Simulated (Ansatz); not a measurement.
**Work function of Li(100): what the settings cost and change**

How far do cutoff, k-mesh and smearing move the work function of Li(100)?

Method: plane-wave DFT, PBE, Ansatz PAW, in Ansatz 0.2.0.

**1. The structure**

The cell holds 7 atoms: 7 Li. Its edges and angles: a = 3.490 Å, b = 3.490 Å, c = 28.470 Å, α = 90.0°, β = 90.0°, γ = 90.0°. Vacuum lies along c.

**2. Run, setting cutoff 200 eV**

A work function rests on the faint tail of the density, so the SCF threshold is tight. The cutoff is raised first; then mesh and smearing are varied at the default cutoff.

input.yaml

```yaml
crystal:
  lattice:
    - [3.49, 0.0, 0.0]
    - [0.0, 3.49, 0.0]
    - [0.0, 0.0, 28.47]
  atoms:
    - { symbol: Li, position: [0.0, 0.0, 0.3161222339] }
    - { symbol: Li, position: [0.5, 0.5, 0.3774148226] }
    - { symbol: Li, position: [0.0, 0.0, 0.4387074113] }
    - { symbol: Li, position: [0.5, 0.5, 0.5] }
    - { symbol: Li, position: [0.0, 0.0, 0.5612925887] }
    - { symbol: Li, position: [0.5, 0.5, 0.6225851774] }
    - { symbol: Li, position: [0.0, 0.0, 0.6838777661] }
kpoints:
  mp_grid: { grid: [12, 12, 1] }
hamiltonian:
  xc: pbe
scf:
  occupations: { method: fermi_dirac, width: 0.1 }
  convergence: { dr2_threshold: 1.0e-09 }
efield:
  axis: 3
  dipole_correction: true
  ramp_position: 0.97
  ramp_width: 0.06
basis:
  ecutwfc: "200 eV"
output:
  write_potential: true
  write_density: true
  volumetric_format: npy
  elf: true
```

On the command line:

```console
$ ansatz run input.yaml --threads 2 --pin off --max-ram 3072MiB --backend cpu --events-out ev --progress --plain --runs-dir out
```

Numbers of over 12 decimals in the logs are rounded to 6 here.

Output:

```text
Warning: basis.ecutwfc = 200 eV is below the records' recommended 420 eV, and the density's cutoff is lower with it unless basis.ecutrho_ratio is high enough to keep the records' density cutoff: compare with a run at a higher cutoff
Engine: ansatz 0.2.0, aarch64-unknown-linux-gnu
Pseudopotentials: kind: paw
Pseudopotential: Li, paw, valence charge 3, recommended cutoff 420 eV (normal), Li.paw.azcp
Functional definition: PBE
  parameter kappa = 0.804
  parameter beta = 0.066725
  exchange = pbe_x(kappa = kappa, mu = beta*pi^2/3)
  correlation = pbe_c(beta = beta)
Crystal: 7 atoms, lattice volume = 346.767 Å³
Basis set: ecut = 200 eV, 2177 PW (Γ)
Bands: 18, of which v1, the nominal top of the filled ones, is band 11 counted from 1 (10 counted from 0)
Symmetry: 8 space group operations
k-points: 28 of 144
Non-local potential: Li, projectors of the file, l = 0: 3, l = 1: 2, l = 2: 1
PAW form: soft (Blöchl's): semilocal exchange-correlation on the pseudo side does not see the compensation charge
PAW one-centre angular grid: Li, 110 points (default); XC on 64 Gauss nodes
Initial density: superposition of atomic densities (neutral atoms: chi_scale 0, normalization atom), corrected by the library's trained network
Initial wavefunctions: pseudopotential atomic-orbital guess
Functional: x = pbe(κ = 0.804, μ = 0.219515), c = pbe(β = 0.066725)
SCF iter   1: F=—  HF=-1430.320875 eV  |F-HF|=—  |Δ(HF+E_count)|=         —  Δρ=1.63e-3  dr2=2.47e-2  ethr=1.77e-3  p=0.000 e·Å  D=1.75e-14 V/Å  ΔV_dip=-0.00 eV  dr2_dipole=1.53e-7  V_vac-E_F(+/−)=2.87/2.87 eV  ⟨swp⟩=8.1  Hψ=3207  notcnv=0
efield: sawtooth ramp at fractional position 0.9700 (set: `efield.ramp_position`, or a place that a band, a saddle search or an elastic batch's reference lends), width 0.0600; the density the first Hamiltonian is built on has a dipole p = 0.000 e·Å; the dipole correction subtracts the counter field D = 1.75e-14 V/Å, which shifts the + side's vacuum level by -0.00 eV against the − side's; the planar-averaged density in the ramp window peaks in size at 9.6e-5 e/Å³
preconditioner: auto → LDOS  [metal: Δε(μ)=0.048 eV  Ē_g=3.438 eV  σ=0.100 eV  W_gap=0.12  n_scr=14 (ndim 8)  ℏωp=5.3 eV  f_vac=0.473  D(μ)=3.90/eV (n_scr^D=12)  β→1.0]
SCF iter   2: F=—  HF=-1430.275659 eV  |F-HF|=—  |Δ(HF+E_count)|=   4.52e-2  Δρ=7.41e-4  dr2=9.08e-4  ethr=1.18e-4  p=-0.000 e·Å  D=-5.43e-6 V/Å  ΔV_dip=0.00 eV  dr2_dipole=1.97e-7  V_vac-E_F(+/−)=3.03/3.03 eV  ⟨swp⟩=2.0  Hψ=1137  notcnv=0
SCF iter   3: F=—  HF=-1430.273994 eV  |F-HF|=—  |Δ(HF+E_count)|=   1.67e-3  Δρ=5.54e-5  dr2=9.12e-5  ethr=4.32e-6  p=-0.000 e·Å  D=-2.27e-6 V/Å  ΔV_dip=0.00 eV  dr2_dipole=6.07e-10  V_vac-E_F(+/−)=3.03/3.03 eV  ⟨swp⟩=2.0  Hψ=835  notcnv=0
SCF iter   4: F=—  HF=-1430.273997 eV  |F-HF|=—  |Δ(HF+E_count)|=   3.53e-6  Δρ=1.66e-5  dr2=4.57e-6  ethr=4.34e-7  p=-0.000 e·Å  D=-1.14e-6 V/Å  ΔV_dip=0.00 eV  dr2_dipole=6.02e-11  V_vac-E_F(+/−)=3.04/3.04 eV  ⟨swp⟩=1.2  Hψ=509  notcnv=0
SCF iter   5: F=—  HF=-1430.273997 eV  |F-HF|=—  |Δ(HF+E_count)|=   2.23e-8  Δρ=3.62e-6  dr2=3.38e-7  ethr=2.18e-8  p=-0.000 e·Å  D=-3.25e-7 V/Å  ΔV_dip=0.00 eV  dr2_dipole=2.01e-12  V_vac-E_F(+/−)=3.05/3.05 eV  ⟨swp⟩=1.6  Hψ=532  notcnv=0
SCF iter   6: F=—  HF=-1430.273997 eV  |F-HF|=—  |Δ(HF+E_count)|=   1.00e-7  Δρ=9.15e-7  dr2=1.25e-8  ethr=1.61e-9  p=-0.000 e·Å  D=-6.42e-8 V/Å  ΔV_dip=0.00 eV  dr2_dipole=1.84e-12  V_vac-E_F(+/−)=3.05/3.05 eV  ⟨swp⟩=2.0  Hψ=583  notcnv=0
SCF iter   7: F=-1430.273997 eV  HF=-1430.273997 eV  |F-HF|=9.80e-11  |Δ(HF+E_count)|=   5.69e-9  Δρ=2.15e-7  dr2=4.05e-10  ethr=4.76e-12  p=-0.000 e·Å  D=-1.93e-8 V/Å  ΔV_dip=0.00 eV  dr2_dipole=2.24e-13  V_vac-E_F(+/−)=3.05/3.05 eV  ⟨swp⟩=5.4  Hψ=1687  notcnv=0
WARN: efield: at this solve's end the planar-averaged density reaches 9.86e-5 e/Å³ inside the ramp window [0.9349, 0.0651] (bound 1e-5 e/Å³), and -9.51e-5 e/Å³ on another of its planes; by the running means of the window's planes the mean density over a ramp is at most 1.42e-5 e/Å³, which is held to the bound (the quickstart, § The vacuum guard, A window that rings); the window's nearer edge stands 7.15 Å from this s [...]
SCF 1 converged in 7 iterations: F = -1430.273997 eV  dr2 = 4.05e-10
  greatest PAW one-centre occupation: 0.996 electrons in one spin orbital (limit 2), on the Li atom at site 2 (counted from 0), in its partial waves of l = 0
WARN: The output density's exchange-correlation potential varies sharply where the density is thin. Do not read a vacuum level from v_tot or v_xc, or from such a field of the output density. On a cell that repeats whose density bears no net charge and no dipole along the vacuum's axis use v_es (v_loc + v_h of the components); under efield.dipole_correction with no amplitude use v_es + v_field, which holds any externa [...]
SCF converged after 7 iterations
Free energy (F): -1430.273997 eV
Harris-Foulkes:  -1430.273997 eV  (|F-HF|=9.80e-11)
Internal energy: -1430.147948 eV  (E = F + TS)
E sigma→0 (E₀):  -1430.210972 eV
Entropy (-TS):   -0.126050 eV (-18.007 meV/atom)
Fermi energy:    -1.264110 eV
Dipole field:    D = 0.000000 V/Å  (p = 0.000001 e·Å, saw-weighted, corrected)
Work function:   Φ+ = 3.0474 eV   Φ− = 3.0475 eV
Levels:          The Fermi level and band energies are counted from a zero that moves with the ramp; work functions are not
Vacuum region:   at the solve's end the planar-averaged density reaches 9.86e-5 e/Å³ inside the ramp window [0.9349, 0.0651] (bound 1e-5 e/Å³), and -9.51e-5 e/Å³ on another of its planes; by the running means of the window's planes the mean density over a ramp is at most 1.42e-5 e/Å³, which is held to the bound (the quickstart, § The vacuum guard, A window that rings)
--- Per-component energies (eV) ---
  E_band       = -695.660016
  E_kinetic    = 147.999884
  E_local      = -6039.606209  (includes V_loc(G=0)·N_el)
  E_nonlocal   = -229.153096
  E_hartree    = 2806.265782
  E_xc         = -68.814078
  E_vxc        = -88.545058  (∫ρ·V_xc dr)
  E_paw        = -150.868767  (= ΣΔE_a)
  E_vpaw       = -98.920205  (= ΣTr[D̂ρ^β])
  E_aug_tail   = 0.032333  (compensation charges beyond the density's cutoff)
  E_efield     = 0.000000  (sawtooth field / dipole correction)
  E_vefield    = 0.000000  (∫n·V_field dr)
  E_ewald      = 2103.996202
  E_smearing   = -0.126050  (= −TS)
  E_closure    = -0.000000  (closes the sum)
  Σ components = -1430.273997   (vs F -1430.273997, Δ=0.00e0)
--- Band table (eV; the first three rows and the last of 28) ---
  k-point 0: bands = [... 7 lower, -4.6254, -4.2142, -3.5031, -2.5537, -1.5259, -0.5018, 0.6133, 1.5832, ... 3 higher]
  k-point 1: bands = [... 7 lower, -4.5590, -4.1481, -3.4372, -2.4896, -1.4604, -0.4360, 0.6770, 1.6486, ... 3 higher]
  k-point 2: bands = [... 7 lower, -4.3645, -3.9550, -3.2451, -2.2993, -1.2713, -0.2531, 0.8362, 1.7707, ... 3 higher]
  k-point 27: bands = [... 7 lower, -0.8475, -0.8475, -0.3334, -0.3334, 0.5664, 0.5664, 1.8278, 1.8278, ... 3 higher]
```

It took 9.5 s on 2 threads of Arm Neoverse N1, shared host; peak memory 0.32 GiB.

Reading the cycles: dr2 is the Hartree energy of the density residual (eV), the measure of convergence; HF is the Harris–Foulkes estimate of the energy, which meets the free energy F at convergence.

This step gave:

```yaml
energy_at_zero_smearing: -1430.2110 eV
work_function_upper_face: 3.047 eV
```

Running mean over 1.745 Å of the planar mean; the ramp of the sawtooth is left out. The electron's electrostatic potential energy less the Fermi level by z:

| z (Å) | electron's electrostatic potential energy less the Fermi level (eV) |
| --- | --- |
| 4 | 3.04 |
| 5 | 3.03 |
| 6 | 2.98 |
| 7 | 2.66 |
| 8 | 1.04 |
| 9 | -0.782 |
| 10 | -0.713 |
| 11 | -0.617 |
| 12 | -0.619 |
| 13 | -0.607 |
| 14 | -0.613 |
| 15 | -0.609 |
| 16 | -0.612 |
| 17 | -0.619 |
| 18 | -0.641 |
| 19 | -0.818 |
| 20 | -0.197 |
| 21 | 2.19 |
| 22 | 2.89 |
| 23 | 3.02 |
| 24 | 3.04 |
| 25 | 3.05 |

ELF in the ca plane at fractional y = 0.000, with atoms of Li within 0.2 Å of it. It is the smooth field of the valence electrons, not physical close to the nuclei.

Ten even steps from '0' (0.00) to '9' (1.00), each cell a mean:
```
59811565206950255402892146530598100100000000
01004565310101456520000246652010001110000000
22345665532224566543223456665322222210000000
56666666555555666665555556667666554210000000
67777666566666666666666666667777664310000000
45566666544445566654444556666554443210000000
00025665420002466531001356653100112210000000
15402565202520355410450146540254000100000000
79921565118970256403994046530799200100000000
```
Columns run along c (16.0 Å, from fractional 0.30 to 0.86 of the cell), rows up along a (3.5 Å). Atoms in or near the plane, at fractional coordinates: Li at (0.32, 0.00), Li at (0.44, 0.00), Li at (0.56, 0.00), Li at (0.68, 0.00).

Valence density in the ca plane at fractional y = 0.000, with atoms of Li within 0.2 Å of it. It is the smooth field of the valence electrons, not physical close to the nuclei.

Ten steps, logarithmic in the rise over the least value, from '0' (0.0 e/Å³) to '9' (7.5 e/Å³), each cell a mean:
```
58731111127861111114883111111687100000000000
12211111111211111111221111111121000000000000
00111111111111111111111111111110000000000000
00111111111111111111111111111100000000000000
00111111111111111111111111111110000000000000
00111111111111111111111111111100000000000000
01111111111111111111111111111110000000000000
36511111114641111112552111111464100000000000
69941111138972111115995111112798200000000000
```
Columns run along c (16.0 Å, from fractional 0.30 to 0.86 of the cell), rows up along a (3.5 Å). Atoms in or near the plane, at fractional coordinates: Li at (0.32, 0.00), Li at (0.44, 0.00), Li at (0.56, 0.00), Li at (0.68, 0.00).

Electrostatic potential energy in the ca plane at fractional y = 0.000, with atoms of Li within 0.2 Å of it. With pseudopotentials it is smooth inside the atoms' cores, unlike the true potential.

Ten even steps from '0' (-30 eV) to '9' (2 eV), each cell a mean:
```
30058999861027999984004899997201689999999999
75689999986578999997657999998656889999999999
88899999999899999999889999999888999999999999
99999999999999999999999999999999999999999999
99999999999999999999999999999999999999999999
99999999999999999999999999999999999999999999
87889999988789999998888999999878899999999999
52268999974248999986226899998413789999999999
10048999850016999983003899986100589999999999
```
Columns run along c (16.0 Å, from fractional 0.30 to 0.86 of the cell; values clipped at the 3rd and 97th percentile), rows up along a (3.5 Å). Atoms in or near the plane, at fractional coordinates: Li at (0.32, 0.00), Li at (0.44, 0.00), Li at (0.56, 0.00), Li at (0.68, 0.00).

The work function is 3.047 eV.

**3. Slab**

input.yaml, as its differences from that of step 2:

```diff
@@ -26,3 +26,3 @@
 basis:
-  ecutwfc: "200 eV"
+  ecutwfc: "300 eV"
 output:
@@ -31,2 +31 @@
   volumetric_format: npy
-  elf: true
```

Output:

```text
[...]
Crystal: 7 atoms, lattice volume = 346.767 Å³
Basis set: ecut = 300 eV, 3981 PW (Γ)
Bands: 18, of which v1, the nominal top of the filled ones, is band 11 counted from 1 (10 counted from 0)
Symmetry: 8 space group operations
k-points: 28 of 144
[...]
k-point 1: bands = [... 7 lower, -4.5723, -4.1609, -3.4487, -2.4988, -1.4642, -0.4344, 0.6806, 1.6596, ... 3 higher]
  k-point 2: bands = [... 7 lower, -4.3775, -3.9666, -3.2552, -2.3065, -1.2730, -0.2492, 0.8422, 1.7818, ... 3 higher]
  k-point 27: bands = [... 7 lower, -0.8364, -0.8364, -0.3213, -0.3213, 0.5790, 0.5790, 1.8016, 1.8356, ... 3 higher]
[key lines of the parts left out:]
SCF converged after 7 iterations
Free energy (F): -1432.116224 eV
Fermi energy:    -1.263431 eV
Dipole field:    D = -0.000000 V/Å  (p = -0.000000 e·Å, saw-weighted, corrected)
Work function:   Φ+ = 3.0359 eV   Φ− = 3.0359 eV
```

The job ended after 14 s (2 threads; peak memory 0.39 GiB; 24 s of CPU time).

The work function is 3.036 eV, -0.011 eV from the run “cutoff 200 eV”, at 1.5 times its CPU time.

**4. Slab**

input.yaml, as its differences from that of step 3:

```diff
@@ -26,3 +26,3 @@
 basis:
-  ecutwfc: "300 eV"
+  ecutwfc: "420 eV"
 output:
```

Output:

```text
[...]
Crystal: 7 atoms, lattice volume = 346.767 Å³
Basis set: ecut = 420 eV, 6699 PW (Γ)
Bands: 18, of which v1, the nominal top of the filled ones, is band 11 counted from 1 (10 counted from 0)
Symmetry: 8 space group operations
k-points: 28 of 144
[...]
k-point 1: bands = [... 7 lower, -4.5723, -4.1607, -3.4484, -2.4985, -1.4639, -0.4342, 0.6808, 1.6602, ... 3 higher]
  k-point 2: bands = [... 7 lower, -4.3776, -3.9664, -3.2549, -2.3061, -1.2727, -0.2490, 0.8425, 1.7823, ... 3 higher]
  k-point 27: bands = [... 7 lower, -0.8359, -0.8359, -0.3208, -0.3208, 0.5795, 0.5795, 1.8014, 1.8356, ... 3 higher]
[key lines of the parts left out:]
SCF converged after 7 iterations
Free energy (F): -1432.140217 eV
Fermi energy:    -1.263077 eV
Dipole field:    D = -0.000000 V/Å  (p = -0.000000 e·Å, saw-weighted, corrected)
Work function:   Φ+ = 3.0356 eV   Φ− = 3.0356 eV
```

Wall time 21 s (2 threads); peak memory 0.5 GiB; 36 s of CPU time.

The work function is 3.036 eV, -0.012 eV from the run “cutoff 200 eV”, at 2.2 times its CPU time.

**5. Run**

input.yaml, as its differences from that of step 4:

```diff
@@ -26,3 +26,3 @@
 basis:
-  ecutwfc: "420 eV"
+  ecutwfc: "600 eV"
 output:
```

Output:

```text
[...]
Crystal: 7 atoms, lattice volume = 346.767 Å³
Basis set: ecut = 600 eV, 11441 PW (Γ)
Bands: 18, of which v1, the nominal top of the filled ones, is band 11 counted from 1 (10 counted from 0)
Symmetry: 8 space group operations
k-points: 28 of 144
[...]
k-point 1: bands = [... 7 lower, -4.5723, -4.1608, -3.4485, -2.4985, -1.4640, -0.4343, 0.6808, 1.6602, ... 3 higher]
  k-point 2: bands = [... 7 lower, -4.3777, -3.9665, -3.2549, -2.3062, -1.2727, -0.2490, 0.8425, 1.7823, ... 3 higher]
  k-point 27: bands = [... 7 lower, -0.8360, -0.8360, -0.3208, -0.3208, 0.5795, 0.5795, 1.8014, 1.8355, ... 3 higher]
[key lines of the parts left out:]
SCF converged after 7 iterations
Free energy (F): -1432.141173 eV
Fermi energy:    -1.263110 eV
Dipole field:    D = 0.000000 V/Å  (p = 0.000000 e·Å, saw-weighted, corrected)
Work function:   Φ+ = 3.0357 eV   Φ− = 3.0357 eV
```

Elapsed: 39 s, on 2 threads; peak memory 0.72 GiB; 68 s of CPU time.

The work function is 3.036 eV, +0.000 eV from the run “cutoff 420 eV”, at 1.9 times its CPU time.

**6. Slab**

input.yaml, as its differences from that of step 5:

```diff
@@ -14,3 +14,3 @@
 kpoints:
-  mp_grid: { grid: [12, 12, 1] }
+  mp_grid: { grid: [2, 2, 1] }
 hamiltonian:
@@ -25,4 +25,2 @@
   ramp_width: 0.06
-basis:
-  ecutwfc: "600 eV"
 output:
```

Output:

```text
[...]
Crystal: 7 atoms, lattice volume = 346.767 Å³
Basis set: ecut = 420 eV, 6699 PW (Γ)
Bands: 18, of which v1, the nominal top of the filled ones, is band 11 counted from 1 (10 counted from 0)
Symmetry: 8 space group operations
k-points: 3 of 4
[...]
Work function:   Φ+ = 3.3232 eV   Φ− = 3.3232 eV
[...]
--- Band table (eV) ---
  k-point 0: bands = [... 7 lower, -4.6552, -4.2283, -3.6066, -2.6423, -1.6011, -0.5889, 0.5591, 1.5630, ... 3 higher]
  k-point 1: bands = [... 7 lower, -2.3079, -2.2757, -1.9180, -1.8829, -1.4358, -1.3786, -1.0204, 0.8687, ... 3 higher]
  k-point 2: bands = [... 7 lower, -0.8529, -0.8529, -0.3259, -0.3259, 0.4845, 0.4845, 1.7741, 1.7741, ... 3 higher]
[key lines of the parts left out:]
SCF converged after 10 iterations
Free energy (F): -1431.456830 eV
Fermi energy:    -1.484276 eV
Dipole field:    D = 0.000000 V/Å  (p = 0.000001 e·Å, saw-weighted, corrected)
```

The job ended after 3.6 s (2 threads; peak memory 0.4 GiB; 3.6 s of CPU time).

The work function is 3.323 eV, +0.288 eV from the run “cutoff 420 eV”, at 0.10 times its CPU time.

**7. Slab**

input.yaml, as its differences from that of step 6:

```diff
@@ -14,3 +14,3 @@
 kpoints:
-  mp_grid: { grid: [2, 2, 1] }
+  mp_grid: { grid: [4, 4, 1] }
 hamiltonian:
```

Output:

```text
[...]
Crystal: 7 atoms, lattice volume = 346.767 Å³
Basis set: ecut = 420 eV, 6699 PW (Γ)
Bands: 18, of which v1, the nominal top of the filled ones, is band 11 counted from 1 (10 counted from 0)
Symmetry: 8 space group operations
k-points: 6 of 16
[...]
k-point 1: bands = [... 7 lower, -3.9516, -3.5703, -2.8909, -1.9441, -0.9493, -0.0014, 0.7107, 1.3061, ... 3 higher]
  k-point 2: bands = [... 7 lower, -2.1966, -2.1505, -1.8737, -1.7789, -1.3144, -1.2379, -0.8852, 0.9885, ... 3 higher]
  k-point 5: bands = [... 7 lower, -0.7379, -0.7379, -0.2524, -0.2524, 0.6217, 0.6217, 1.8912, 1.8972, ... 3 higher]
[key lines of the parts left out:]
SCF converged after 8 iterations
Free energy (F): -1432.055286 eV
Fermi energy:    -1.301329 eV
Dipole field:    D = 0.000000 V/Å  (p = 0.000000 e·Å, saw-weighted, corrected)
Work function:   Φ+ = 3.0173 eV   Φ− = 3.0172 eV
```

Run time: 6.7 s. Hardware: 2 threads; peak memory 0.39 GiB.

The work function is 3.017 eV, -0.018 eV from the run “cutoff 420 eV”, at 0.21 times its CPU time.

**8. Slab**

input.yaml, as its differences from that of step 7:

```diff
@@ -14,3 +14,3 @@
 kpoints:
-  mp_grid: { grid: [4, 4, 1] }
+  mp_grid: { grid: [8, 8, 1] }
 hamiltonian:
```

Output:

```text
[...]
Crystal: 7 atoms, lattice volume = 346.767 Å³
Basis set: ecut = 420 eV, 6699 PW (Γ)
Bands: 18, of which v1, the nominal top of the filled ones, is band 11 counted from 1 (10 counted from 0)
Symmetry: 8 space group operations
k-points: 15 of 64
[...]
k-point 1: bands = [... 7 lower, -4.5045, -4.0757, -3.3729, -2.4209, -1.3845, -0.3554, 0.7549, 1.7307, ... 3 higher]
  k-point 2: bands = [... 7 lower, -4.0654, -3.6384, -2.9401, -1.9985, -0.9869, -0.0409, 0.6017, 1.3003, ... 3 higher]
  k-point 14: bands = [... 7 lower, -0.8485, -0.8485, -0.3164, -0.3164, 0.5740, 0.5740, 1.7973, 1.8371, ... 3 higher]
[key lines of the parts left out:]
SCF converged after 7 iterations
Free energy (F): -1432.155357 eV
Fermi energy:    -1.263440 eV
Dipole field:    D = -0.000001 V/Å  (p = -0.000001 e·Å, saw-weighted, corrected)
Work function:   Φ+ = 3.0397 eV   Φ− = 3.0396 eV
```

The job ended after 11 s (2 threads; peak memory 0.44 GiB).

The work function is 3.040 eV, +0.004 eV from the run “cutoff 420 eV”, at 0.52 times its CPU time.

**9. Run**

input.yaml, as its differences from that of step 8:

```diff
@@ -14,3 +14,3 @@
 kpoints:
-  mp_grid: { grid: [8, 8, 1] }
+  mp_grid: { grid: [18, 18, 1] }
 hamiltonian:
```

Output:

```text
[...]
Crystal: 7 atoms, lattice volume = 346.767 Å³
Basis set: ecut = 420 eV, 6699 PW (Γ)
Bands: 18, of which v1, the nominal top of the filled ones, is band 11 counted from 1 (10 counted from 0)
Symmetry: 8 space group operations
k-points: 55 of 324
[...]
k-point 1: bands = [... 7 lower, -4.6095, -4.1942, -3.4844, -2.5340, -1.4999, -0.4706, 0.6461, 1.6243, ... 3 higher]
  k-point 2: bands = [... 7 lower, -4.5231, -4.1078, -3.3981, -2.4478, -1.4129, -0.3836, 0.7286, 1.7057, ... 3 higher]
  k-point 54: bands = [... 7 lower, -0.8370, -0.8370, -0.3182, -0.3182, 0.5795, 0.5795, 1.8026, 1.8392, ... 3 higher]
[key lines of the parts left out:]
SCF converged after 7 iterations
Free energy (F): -1432.143276 eV
Fermi energy:    -1.262407 eV
Dipole field:    D = -0.000000 V/Å  (p = -0.000000 e·Å, saw-weighted, corrected)
Work function:   Φ+ = 3.0345 eV   Φ− = 3.0345 eV
```

It took 40 s on 2 threads; peak memory 0.68 GiB.

The work function is 3.035 eV, -0.001 eV from the run “cutoff 420 eV”, at 2.0 times its CPU time.

(Part 1 of 2 ends here.)

[Logs are printed without paths, hosts, clocks, repeated set-up lines and the standing remarks that a program may print on its own settings, such as how far it seeks lower states.]

[Hosts, paths, dates, database ids (printed as entryN), source tags and the programs' standing remarks are cut or masked in the printed files.]

[Maps of the electrostatic potential energy from Ansatz leave out the sawtooth potential of an applied field or a dipole correction, so their vacuum need not be flat; planar profiles and work functions include it.]
